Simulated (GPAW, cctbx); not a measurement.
# BeCd3: what bonding does to one electron reflection, worked out

BeCd3, Fm-3m (no. 225), a = 6.7662 Å, b = 6.7662 Å, c = 6.7662 Å, α = 90.00°, β = 90.00°, γ = 90.00°.

| atom | mult. | x | y | z |
| --- | --- | --- | --- | --- |
| Cd1 | 4 | 1/2 | 0 | 0 |
| Cd2 | 8 | 1/4 | 1/4 | 3/4 |
| Be1 | 4 | 0 | 0 | 0 |

The cell comes from substitution in a known structure type and wasn't matched to any measured phase.

A DFT run (GPAW, PBE, 450 eV, 6×6×6 k-points, Fermi–Dirac width 0.1 eV) gives the static X-ray structure factor of 111 as 161.526 e for the conventional cell; superposed free atoms give 162.067 e. **Problem.** Find the Fourier component V of the crystal potential and the two-beam extinction distance at 300 kV in both cases.

### 1. Geometry

The cell volume is Ω = 309.77 Å³ and d(111) = 3.9065 Å, so g = 1/d = 0.2560 Å⁻¹.

### 2. The nuclei

Electrons feel nuclei as well as electrons, so the nuclear charges are summed with the same phases.

Phase sums Σ exp(2πi h·x), turned so that the total is real and positive: Cd +4.000, Be -4.000. Then F_Z = 48 × (+4.000) + 4 × (-4.000) = 176.00 e. The electron term has the same sign for this reflection.

### 3. Mott–Bethe

Poisson's equation, term by term, gives V = (e/4πε₀)(F_Z − F)/(πΩg²), with e/4πε₀ = 14.3996 V Å.

The prefactor is 14.3996 × 3.9065²/(π × 309.77) = 0.22581 V per electron. Free atoms: (176.00 − 162.067) × 0.22581 = 3.146 V. Crystal: (176.00 − 161.526) × 0.22581 = 3.268 V. F changes by -0.33 % and V by +3.9 %: the same 0.54 e is measured against F_Z − F = 13.9 e in place of F = 162.1 e.

### 4. Extinction distance

In the two-beam case ξ = 1/(λU) with U = 2γm₀eV/h², that is ξ = 150.41 V Å²/(γλV).

At 300 kV, λ = 0.01969 Å and γ = 1.5871. Free atoms: ξ = 1530 Å. Crystal: ξ = 1473 Å. The thickness fringes go as sin²(πt/ξ), so the two patterns slip by a quarter of a period when t|1/ξ₁ − 1/ξ₀| = 1/4, at t ≈ 985 nm, thicker than usual samples. Thermal motion, absorption and many-beam coupling, left out here, change a real pattern.

### 5. Answer

V(111) is 3.27 V against 3.15 V, and ξ is 1473 against 1530 Å. Limits: static atoms, two beams.
